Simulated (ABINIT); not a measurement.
## KBaH3 (Pm-3m): third-order response

Which lines does KBaH3 (Pm-3m) show in Raman and infrared spectra?

Program: ABINIT 10.8.3. Level of theory: DFT LDA, scalar-relativistic, plane waves, PseudoDojo norm-conserving pseudopotentials. Results are calculated unless marked as measured.

The structure was built from a prototype and need not be the compound's stable phase.

### Step 1. Starting point

Symmetry: Pm-3m, No. 221, cubic system. The conventional cell has a = 5.292 Å, b = 5.292 Å, c = 5.292 Å, α = 90.00°, β = 90.00°, γ = 90.00°. Nearest to K lie 12 H at 3.74 Å. Nearest to Ba lie 6 H at 2.65 Å. Nearest to H lie 2 Ba at 2.65 Å. Farther neighbours are not listed.

Structure file:

```cif
data_structure
_symmetry_space_group_name_H-M 'Pm-3m'
_symmetry_Int_Tables_number 221
_cell_length_a 5.2920
_cell_length_b 5.2920
_cell_length_c 5.2920
_cell_angle_alpha 90.000
_cell_angle_beta 90.000
_cell_angle_gamma 90.000
_cell_volume 148.20
loop_
_atom_site_label
_atom_site_type_symbol
_atom_site_symmetry_multiplicity
_atom_site_Wyckoff_symbol
_atom_site_fract_x
_atom_site_fract_y
_atom_site_fract_z
_atom_site_occupancy
K1 K 1 a 0.00000 0.00000 0.00000 1
Ba1 Ba 1 b 0.50000 0.50000 0.50000 1
H1 H 3 c 0.50000 0.50000 0.00000 1
```

### Step 2. A probe with smearing

A first run with smearing and empty bands tells whether the crystal has a gap, which decides between fixed occupations and smearing later on.

Input file probe.abi:

```
# ground state
tolvrs 1.0d-08
prtden 1
prtwf 1

# basis, mesh and filling
ecut 32.0
ngkpt 4 4 4
nshiftk 1
shiftk 0.0 0.0 0.0
istwfk *1
occopt 7
tsmear 0.005
nband 18
nstep 100
diemac 9.0
prtebands 0
prtgsr 0

# cell and atoms
acell 3*1.0 Angstrom
rprim 
    5.292 0.0 0.0
    0.0 5.292 0.0
    0.0 0.0 5.292
ntypat 3
znucl 19 56 1
natom 5
typat 1 2 3 3 3
xred 
    0.0 0.0 0.0
    0.5 0.5 0.5
    0.5 0.5 0.0
    0.5 0.0 0.5
    0.0 0.5 0.5
pp_dirpath "./pseudo"
pseudos "K.upf, Ba.upf, H.upf"
```

The run is started by

```console
$ OMP_NUM_THREADS=1 mpirun -n 4 abinit probe.abi > probe.log
```

Numbers of over 12 decimals in the logs are rounded to 6 here.

probe.abo, the main output file:

```text
[banners, grids, parts of the stress and lines that vanish by symmetry left out]
- input  file    -> probe.abi
- output file    -> probe.abo
- root for input  files -> probei
[...]
Symmetries : space group Pm -3 m (#221); Bravais cP (primitive cubic)
[...]
mpw =        8709          nfft =      157464          nkpt =          10
[...]
== DATASET  1 ==================================================================
[...]
cutoff_energies: {ecut:  32.0, pawecutdg:  -1.0, }
[...]
ETOT  1  -59.770635339707    -5.977E+01 2.048E-02 4.513E+02
 ETOT  2  -59.833368530150    -6.273E-02 1.343E-03 4.510E+01
 ETOT  3  -59.835393483020    -2.025E-03 9.910E-04 1.345E+01
 ETOT  4  -59.835886438154    -4.930E-04 7.685E-04 6.957E-02
 ETOT  5  -59.835891425800    -4.988E-06 1.491E-04 5.158E-03
 ETOT  6  -59.835891802294    -3.765E-07 9.699E-05 9.896E-05
 ETOT  7  -59.835891806095    -3.801E-09 6.178E-05 1.091E-05
 ETOT  8  -59.835891806685    -5.903E-10 3.674E-05 3.990E-07
 ETOT  9  -59.835891806722    -3.693E-11 4.242E-05 3.027E-09
 At SCF step    9       vres2   =  3.03E-09 < tolvrs=  1.00E-08 =>converged.
[...]
sigma(1 1)=  7.75832007E-05  sigma(3 2)=  0.00000000E+00
  sigma(2 2)=  7.75832007E-05  sigma(3 1)=  0.00000000E+00
  sigma(3 3)=  7.75832007E-05  sigma(2 1)=  0.00000000E+00
[...]
convergence: {deltae: -3.693E-11, res2:  3.027E-09, residm:  4.242E-05, diffor: null, }
etotal    :  -5.98358918E+01
[...]
sigma(1 1)=  7.75832007E-05  sigma(3 2)=  0.00000000E+00
  sigma(2 2)=  7.75832007E-05  sigma(3 1)=  0.00000000E+00
  sigma(3 3)=  7.75832007E-05  sigma(2 1)=  0.00000000E+00
[...]
- sigma(1 1)=  2.28257657E+00  sigma(3 2)=  0.00000000E+00
- sigma(2 2)=  2.28257657E+00  sigma(3 1)=  0.00000000E+00
- sigma(3 3)=  2.28257657E+00  sigma(2 1)=  0.00000000E+00
[...]
fcart     -0.0000000000E+00 -0.0000000000E+00 -0.0000000000E+00
           strten      7.7583200664E-05  7.7583200664E-05  7.7583200664E-05
================================================================================

[key lines of the parts left out:]
pressure_GPa:  -2.2826E+00
```

Elapsed: 18 s, on 4 MPI ranks of Arm Neoverse V1, shared host.

This step gave:

| Quantity | Value |
| --- | --- |
| volume per atom | 29.64 Å³ |
| pressure | -2.283 GPa |
| gap on the k-mesh | 1.780 eV |

A gap of 1.8 eV opens on this mesh, so the crystal is taken as an insulator; the printed pressure holds the stress of the finite basis too.

### Step 3. Rough relaxation

The typed start is rough, so a first relaxation with smearing and loose thresholds takes it towards rest cheaply.

Input file prerelax.abi:

```
# relaxation
ionmov 2
optcell 2
dilatmx 1.15
chkdilatmx 0
ntime 40
tolmxf 3.0d-04
tolvrs 1.0d-10
prtwf 0
prtden 0
chksymtnons 0

# basis, mesh and filling
ecut 32.0
ecutsm 3.0
ngkpt 4 4 4
nshiftk 1
shiftk 0.0 0.0 0.0
istwfk *1
occopt 7
tsmear 0.005
nband 18
nstep 100
diemac 9.0
prtebands 0
prtgsr 0

# cell and atoms
acell 3*1.0 Angstrom
rprim 
    5.292 0.0 0.0
    0.0 5.292 0.0
    0.0 0.0 5.292
ntypat 3
znucl 19 56 1
natom 5
typat 1 2 3 3 3
xred 
    0.0 0.0 0.0
    0.5 0.5 0.5
    0.5 0.5 0.0
    0.5 0.0 0.5
    0.0 0.5 0.5
pp_dirpath "./pseudo"
pseudos "K.upf, Ba.upf, H.upf"
```

The run is started by

```console
$ OMP_NUM_THREADS=1 mpirun -n 4 abinit prerelax.abi > prerelax.log
```

prerelax.abo, the main output file:

```text
[banners, grids, parts of the stress and lines that vanish by symmetry left out]
- input  file    -> prerelax.abi
- output file    -> prerelax.abo
- root for input  files -> prerelaxi
[...]
Symmetries : space group Pm -3 m (#221); Bravais cP (primitive cubic)
[...]
mpw =       13205          nfft =      216000          nkpt =          10
[...]
== DATASET  1 ==================================================================
[...]
cutoff_energies: {ecut:  32.0, pawecutdg:  -1.0, }
[...]
ETOT  1  -59.768922691964    -5.977E+01 2.368E-02 6.162E+02
 ETOT  2  -59.833083535230    -6.416E-02 8.276E-04 6.394E+01
 ETOT  3  -59.835233569284    -2.150E-03 1.048E-03 1.881E+01
 ETOT  4  -59.835733143877    -4.996E-04 5.108E-04 9.215E-02
 ETOT  5  -59.835737596255    -4.452E-06 1.056E-04 7.834E-03
[...]
At SCF step   10       vres2   =  6.91E-11 < tolvrs=  1.00E-10 =>converged.
[...]
ETOT  9  -59.842069180656    -2.323E-12 4.885E-06 5.106E-12
 At SCF step    9       vres2   =  5.11E-12 < tolvrs=  1.00E-10 =>converged.
[...]
sigma(1 1)=  1.27010156E-07  sigma(3 2)=  0.00000000E+00
  sigma(2 2)=  1.27010156E-07  sigma(3 1)=  0.00000000E+00
  sigma(3 3)=  1.27010156E-07  sigma(2 1)=  0.00000000E+00
[...]
convergence: {deltae: -2.323E-12, res2:  5.106E-12, residm:  4.885E-06, diffor: null, }
etotal    :  -5.98420692E+01
[...]
At Broyd/MD step   5, gradients are converged :
[...]
sigma(1 1)=  1.27010156E-07  sigma(3 2)=  0.00000000E+00
  sigma(2 2)=  1.27010156E-07  sigma(3 1)=  0.00000000E+00
  sigma(3 3)=  1.27010156E-07  sigma(2 1)=  0.00000000E+00
[...]
- sigma(1 1)=  3.73676781E-03  sigma(3 2)=  0.00000000E+00
- sigma(2 2)=  3.73676781E-03  sigma(3 1)=  0.00000000E+00
- sigma(3 3)=  3.73676781E-03  sigma(2 1)=  0.00000000E+00
[...]
fcart     -0.0000000000E+00 -0.0000000000E+00 -0.0000000000E+00
           strten      1.2701015614E-07  1.2701015615E-07  1.2701015615E-07
================================================================================

[key lines of the parts left out:]
pressure_GPa:  -3.7368E-03
Total energy (etotal) [Ha]= -5.98420691806565E+01
```

Wall time 2 min (4 MPI ranks).

The steps of the relaxation:

| step | energy less that of the first step (eV) | largest force (eV/Å) | volume (Å³) |
| --- | --- | --- | --- |
| 1 | 0.0000 | 0.0000 | 148.20 |
| 2 | -0.0138 | 0.0000 | 147.19 |
| 3 | -0.1645 | 0.0000 | 122.47 |
| 4 | -0.1720 | 0.0000 | 127.15 |
| 5 | -0.1723 | 0.0000 | 126.46 |

| conventional cell, symmetrised | before | after | change |
| --- | --- | --- | --- |
| a (Å) | 5.292 | 5.019 | -5.2 % |
| b (Å) | 5.292 | 5.019 | -5.2 % |
| c (Å) | 5.292 | 5.019 | -5.2 % |
| volume (Å³/atom) | 29.64 | 25.29 | -14.7 % |

The relaxed structure:

```
K Ba H
1.0
     5.01937    0.00000    0.00000
     0.00000    5.01937    0.00000
     0.00000    0.00000    5.01937
K Ba H
1 1 3
Direct
  0.00000 0.00000 0.00000
  0.50000 0.50000 0.50000
  0.50000 0.50000 0.00000
  0.50000 0.00000 0.50000
  0.00000 0.50000 0.50000
```

This step gave:

```
volume per atom   : 25.29 Å³
pressure          : -0.003737 GPa
gap on the k-mesh : 1.522 eV
```

The volume changes by -14.7 % in this run and stands -14.7 % from the first cell.

### Step 4. Rough relaxation

The cell changed much, so the rough relaxation is repeated on a basis made for the new cell.

Edit prerelax.abi of step 3 so:

```diff
@@ -30,5 +30,5 @@
 rprim 
-    5.292 0.0 0.0
-    0.0 5.292 0.0
-    0.0 0.0 5.292
+    5.019373608 0.0 0.0
+    0.0 5.019373608 0.0
+    0.0 0.0 5.019373608
 ntypat 3
```

prerelax.abo, the main output file:

```text
[banners, grids, parts of the stress and lines that vanish by symmetry left out]
- input  file    -> prerelax.abi
- output file    -> prerelax.abo
- root for input  files -> prerelaxi
[...]
Symmetries : space group Pm -3 m (#221); Bravais cP (primitive cubic)
[...]
mpw =       11296          nfft =      216000          nkpt =          10
[...]
== DATASET  1 ==================================================================
[...]
cutoff_energies: {ecut:  32.0, pawecutdg:  -1.0, }
[...]
ETOT  1  -59.775659906086    -5.978E+01 4.088E-02 7.461E+02
 ETOT  2  -59.839873835451    -6.421E-02 4.214E-03 6.061E+01
 ETOT  3  -59.841620734361    -1.747E-03 2.221E-03 1.645E+01
 ETOT  4  -59.842063723867    -4.430E-04 1.113E-03 8.530E-02
 ETOT  5  -59.842068772511    -5.049E-06 1.879E-04 8.605E-03
[...]
ETOT  9  -59.842069180658    -5.741E-12 1.151E-04 1.297E-09
 ETOT 10  -59.842069180654     3.830E-12 1.280E-04 5.997E-12
 At SCF step   10       vres2   =  6.00E-12 < tolvrs=  1.00E-10 =>converged.
[...]
sigma(1 1)=  1.26900251E-07  sigma(3 2)=  0.00000000E+00
  sigma(2 2)=  1.26900251E-07  sigma(3 1)=  0.00000000E+00
  sigma(3 3)=  1.26900251E-07  sigma(2 1)=  0.00000000E+00
[...]
convergence: {deltae:  3.830E-12, res2:  5.997E-12, residm:  1.280E-04, diffor: null, }
etotal    :  -5.98420692E+01
[...]
At Broyd/MD step   1, gradients are converged :
[...]
sigma(1 1)=  1.26900251E-07  sigma(3 2)=  0.00000000E+00
  sigma(2 2)=  1.26900251E-07  sigma(3 1)=  0.00000000E+00
  sigma(3 3)=  1.26900251E-07  sigma(2 1)=  0.00000000E+00
[...]
- sigma(1 1)=  3.73353428E-03  sigma(3 2)=  0.00000000E+00
- sigma(2 2)=  3.73353428E-03  sigma(3 1)=  0.00000000E+00
- sigma(3 3)=  3.73353428E-03  sigma(2 1)=  0.00000000E+00
[...]
fcart     -0.0000000000E+00 -0.0000000000E+00 -0.0000000000E+00
           strten      1.2690025090E-07  1.2690025090E-07  1.2690025090E-07
================================================================================

[key lines of the parts left out:]
pressure_GPa:  -3.7335E-03
Total energy (etotal) [Ha]= -5.98420691806543E+01
```

The job ended after 25 s (4 MPI ranks; 99 s of CPU time).

Little changed from the start: no atom moved by 0.005 Å and no cell edge by 0.1 %.

Numbers from this step:

```
pressure : -0.003734 GPa
```

The volume changes by +0.0 % in this run and stands -14.7 % from the first cell.

### Step 5. Relaxing the cell and atoms

The harmonic expansion needs vanishing forces, and a free crystal bears no stress, so cell and atoms are brought to rest. Stress is more sensitive to the basis than forces are: the last 3 Ha under the cutoff are smoothed with ecutsm, and the cutoff is raised above that of the later runs.

Input file relax.abi:

```
# relaxation
ionmov 2
optcell 2
dilatmx 1.08
ntime 40
tolmxf 1.0d-05
tolvrs 1.0d-14
prtwf 0
prtden 0
chksymtnons 0

# basis, mesh and filling
ecut 40.0
ecutsm 3.0
ngkpt 4 4 4
nshiftk 1
shiftk 0.0 0.0 0.0
istwfk *1
occopt 1
nband 11
nstep 100
diemac 9.0
prtebands 0
prtgsr 0

# cell and atoms
acell 3*1.0 Angstrom
rprim 
    5.019373611 0.0 0.0
    0.0 5.019373611 0.0
    0.0 0.0 5.019373611
ntypat 3
znucl 19 56 1
natom 5
typat 1 2 3 3 3
xred 
    0.0 0.0 0.0
    0.5 0.5 0.5
    0.5 0.5 0.0
    0.5 0.0 0.5
    0.0 0.5 0.5
pp_dirpath "./pseudo"
pseudos "K.upf, Ba.upf, H.upf"
```

The run is started by

```console
$ OMP_NUM_THREADS=1 mpirun -n 4 abinit relax.abi > relax.log
```

relax.abo, the main output file:

```text
[banners, grids, parts of the stress and lines that vanish by symmetry left out]
- input  file    -> relax.abi
- output file    -> relax.abo
- root for input  files -> relaxi
[...]
Symmetries : space group Pm -3 m (#221); Bravais cP (primitive cubic)
[...]
mpw =       13041          nfft =      216000          nkpt =          10
[...]
== DATASET  1 ==================================================================
[...]
cutoff_energies: {ecut:  40.0, pawecutdg:  -1.0, }
[...]
ETOT  1  -59.769695319643    -5.977E+01 3.493E-02 7.221E+02
 ETOT  2  -59.840703785316    -7.101E-02 1.816E-05 5.961E+01
 ETOT  3  -59.841998520798    -1.295E-03 2.253E-05 1.476E+01
 ETOT  4  -59.842397482474    -3.990E-04 7.425E-06 9.573E-02
 ETOT  5  -59.842404674616    -7.192E-06 1.268E-07 8.430E-03
[...]
At SCF step   14       vres2   =  5.21E-16 < tolvrs=  1.00E-14 =>converged.
[...]
sigma(1 1)=  1.53782805E-07  sigma(3 2)=  0.00000000E+00
  sigma(2 2)=  1.53782805E-07  sigma(3 1)=  0.00000000E+00
  sigma(3 3)=  1.53782805E-07  sigma(2 1)=  0.00000000E+00
[...]
convergence: {deltae: -3.524E-12, res2:  5.215E-16, residm:  3.161E-19, diffor: null, }
etotal    :  -5.98424053E+01
[...]
ETOT  1  -59.842405345504    -5.984E+01 3.942E-11 1.056E-05
[...]
At SCF step    9       vres2   =  2.36E-16 < tolvrs=  1.00E-14 =>converged.
[...]
sigma(1 1)=  1.44812446E-07  sigma(3 2)=  0.00000000E+00
  sigma(2 2)=  1.44812446E-07  sigma(3 1)=  0.00000000E+00
  sigma(3 3)=  1.44812446E-07  sigma(2 1)=  0.00000000E+00
[...]
convergence: {deltae:  5.130E-12, res2:  2.363E-16, residm:  6.452E-20, diffor: null, }
etotal    :  -5.98424053E+01
[...]
ETOT  1  -59.842405194836    -5.984E+01 2.012E-10 2.752E-03
[...]
ETOT  9  -59.842405359909    -3.837E-13 1.204E-17 5.057E-14
 ETOT 10  -59.842405359910    -1.243E-12 2.033E-19 8.220E-16
 At SCF step   10       vres2   =  8.22E-16 < tolvrs=  1.00E-14 =>converged.
[...]
sigma(1 1)= -3.56979006E-11  sigma(3 2)=  0.00000000E+00
  sigma(2 2)= -3.56978997E-11  sigma(3 1)=  0.00000000E+00
  sigma(3 3)= -3.56978973E-11  sigma(2 1)=  0.00000000E+00
[...]
convergence: {deltae: -1.243E-12, res2:  8.220E-16, residm:  2.033E-19, diffor: null, }
etotal    :  -5.98424054E+01
[...]
At Broyd/MD step   3, gradients are converged :
[...]
sigma(1 1)= -3.56979006E-11  sigma(3 2)=  0.00000000E+00
  sigma(2 2)= -3.56978997E-11  sigma(3 1)=  0.00000000E+00
  sigma(3 3)= -3.56978973E-11  sigma(2 1)=  0.00000000E+00
[...]
- sigma(1 1)= -1.05026850E-06  sigma(3 2)=  0.00000000E+00
- sigma(2 2)= -1.05026847E-06  sigma(3 1)=  0.00000000E+00
- sigma(3 3)= -1.05026840E-06  sigma(2 1)=  0.00000000E+00
[...]
fcart     -0.0000000000E+00 -0.0000000000E+00 -0.0000000000E+00
           strten     -3.5697900582E-11 -3.5697899714E-11 -3.5697897329E-11
================================================================================

[key lines of the parts left out:]
pressure_GPa:   1.0503E-06
Total energy (etotal) [Ha]= -5.98424053599101E+01
```

Wall time 49 s (4 MPI ranks); 3.3 min of CPU time.

Little changed from the start: no atom moved by 0.005 Å and no cell edge by 0.1 %.

Read from the output:

```yaml
pressure: 1.05e-6 GPa
```

The volume changes by -0.0 % in this run and stands -14.7 % from the first cell.

### Step 6. Ground state

First-order wavefunctions inherit every error of the ground state, hence the very tight tolvrs. The mesh is shifted off Γ, since shifted meshes converge sums over the zone faster.

Input file gs.abi:

```
# ground state
tolvrs 1.0d-16
prtden 1
prtwf 1

# basis, mesh and filling
ecut 32.0
ngkpt 4 4 4
nshiftk 1
shiftk 0.5 0.5 0.5
istwfk *1
occopt 1
nband 11
nstep 100
diemac 9.0
prtebands 0
prtgsr 0

# cell and atoms
acell 3*1.0 Angstrom
rprim 
    5.018976716 0.0 0.0
    0.0 5.018976716 0.0
    0.0 0.0 5.018976716
ntypat 3
znucl 19 56 1
natom 5
typat 1 2 3 3 3
xred 
    0.0 0.0 0.0
    0.5 0.5 0.5
    0.5 0.5 0.0
    0.5 0.0 0.5
    0.0 0.5 0.5
pp_dirpath "./pseudo"
pseudos "K.upf, Ba.upf, H.upf"
```

The run is started by

```console
$ OMP_NUM_THREADS=1 mpirun -n 4 abinit gs.abi > gs.log
```

gs.abo, the main output file:

```text
[banners, grids, parts of the stress and lines that vanish by symmetry left out]
- input  file    -> gs.abi
- output file    -> gs.abo
- root for input  files -> gsi
[...]
Symmetries : space group Pm -3 m (#221); Bravais cP (primitive cubic)
[...]
mpw =        7393          nfft =      125000          nkpt =           4
[...]
== DATASET  1 ==================================================================
[...]
cutoff_energies: {ecut:  32.0, pawecutdg:  -1.0, }
[...]
ETOT  1  -59.757230996684    -5.976E+01 4.502E-02 3.707E+02
 ETOT  2  -59.840903872197    -8.367E-02 1.353E-05 4.102E+01
 ETOT  3  -59.842126924731    -1.223E-03 1.625E-05 6.532E+00
 ETOT  4  -59.842404892343    -2.780E-04 4.868E-06 5.402E-02
 ETOT  5  -59.842412420091    -7.528E-06 1.672E-07 6.103E-03
[...]
ETOT 14  -59.842413802399     1.428E-12 1.180E-19 1.359E-16
 ETOT 15  -59.842413802401    -1.897E-12 3.214E-21 9.276E-18
 At SCF step   15       vres2   =  9.28E-18 < tolvrs=  1.00E-16 =>converged.
[...]
sigma(1 1)=  2.94483065E-06  sigma(3 2)=  0.00000000E+00
  sigma(2 2)=  2.94483065E-06  sigma(3 1)=  0.00000000E+00
  sigma(3 3)=  2.94483065E-06  sigma(2 1)=  0.00000000E+00
[...]
convergence: {deltae: -1.897E-12, res2:  9.276E-18, residm:  3.214E-21, diffor: null, }
etotal    :  -5.98424138E+01
[...]
sigma(1 1)=  2.94483065E-06  sigma(3 2)=  0.00000000E+00
  sigma(2 2)=  2.94483065E-06  sigma(3 1)=  0.00000000E+00
  sigma(3 3)=  2.94483065E-06  sigma(2 1)=  0.00000000E+00
[...]
- sigma(1 1)=  8.66399091E-02  sigma(3 2)=  0.00000000E+00
- sigma(2 2)=  8.66399091E-02  sigma(3 1)=  0.00000000E+00
- sigma(3 3)=  8.66399091E-02  sigma(2 1)=  0.00000000E+00
[...]
fcart     -0.0000000000E+00 -0.0000000000E+00 -0.0000000000E+00
           strten      2.9448306541E-06  2.9448306541E-06  2.9448306541E-06
================================================================================

[key lines of the parts left out:]
pressure_GPa:  -8.6640E-02
```

It took 7.2 s on 4 MPI ranks; 28 s of CPU time.

Read from the output:

```yaml
pressure: -0.08664 GPa
```

The cell stands at -0.087 GPa, close enough for phonons.

### Step 7. Empty bands

Empty bands on the ground state's density check that the gap assumed so far is there in this cell.

Input file gap.abi:

```
# empty bands on the ground state's density
iscf -2
getden_filepath "gso_DEN"
tolwfr 1.0d-12
nbdbuf 2
prtwf 0

# basis, mesh and filling
ecut 32.0
ngkpt 4 4 4
nshiftk 1
shiftk 0.0 0.0 0.0
istwfk *1
occopt 1
nband 15
nstep 100
diemac 9.0
prtebands 0
prtgsr 0

# cell and atoms
acell 3*1.0 Angstrom
rprim 
    5.018976716 0.0 0.0
    0.0 5.018976716 0.0
    0.0 0.0 5.018976716
ntypat 3
znucl 19 56 1
natom 5
typat 1 2 3 3 3
xred 
    0.0 0.0 0.0
    0.5 0.5 0.5
    0.5 0.5 0.0
    0.5 0.0 0.5
    0.0 0.5 0.5
pp_dirpath "./pseudo"
pseudos "K.upf, Ba.upf, H.upf"
```

The run is started by

```console
$ OMP_NUM_THREADS=1 mpirun -n 4 abinit gap.abi > gap.log
```

gap.abo, the main output file:

```text
[banners, grids, parts of the stress and lines that vanish by symmetry left out]
- input  file    -> gap.abi
- output file    -> gap.abo
- root for input  files -> gapi
[...]
Symmetries : space group Pm -3 m (#221); Bravais cP (primitive cubic)
[...]
mpw =        7400          nfft =      125000          nkpt =          10
[...]
== DATASET  1 ==================================================================
[...]
cutoff_energies: {ecut:  32.0, pawecutdg:  -1.0, }
[...]
-outvars: echo values of variables after computation
            acell      1.8897261259E+00  1.8897261259E+00  1.8897261259E+00 Bohr
================================================================================
```

Elapsed: 12 s, on 4 MPI ranks.

This step gave:

* gap on the k-mesh: 1.519 eV

In this cell the gap on the mesh is 1.5 eV, indirect (smallest direct 1.6 eV), so fixed occupations hold.

[end of part 1 of 2]

[Host names and launcher messages were left out of these logs when they were recorded.]

[Logs are printed without paths, hosts, clocks, repeated set-up lines and the standing remarks that a program may print on its own settings, such as how far it seeks lower states.]

[Hosts, paths, dates, database ids (printed as entryN), source tags and the programs' standing remarks are cut or masked in the printed files.]
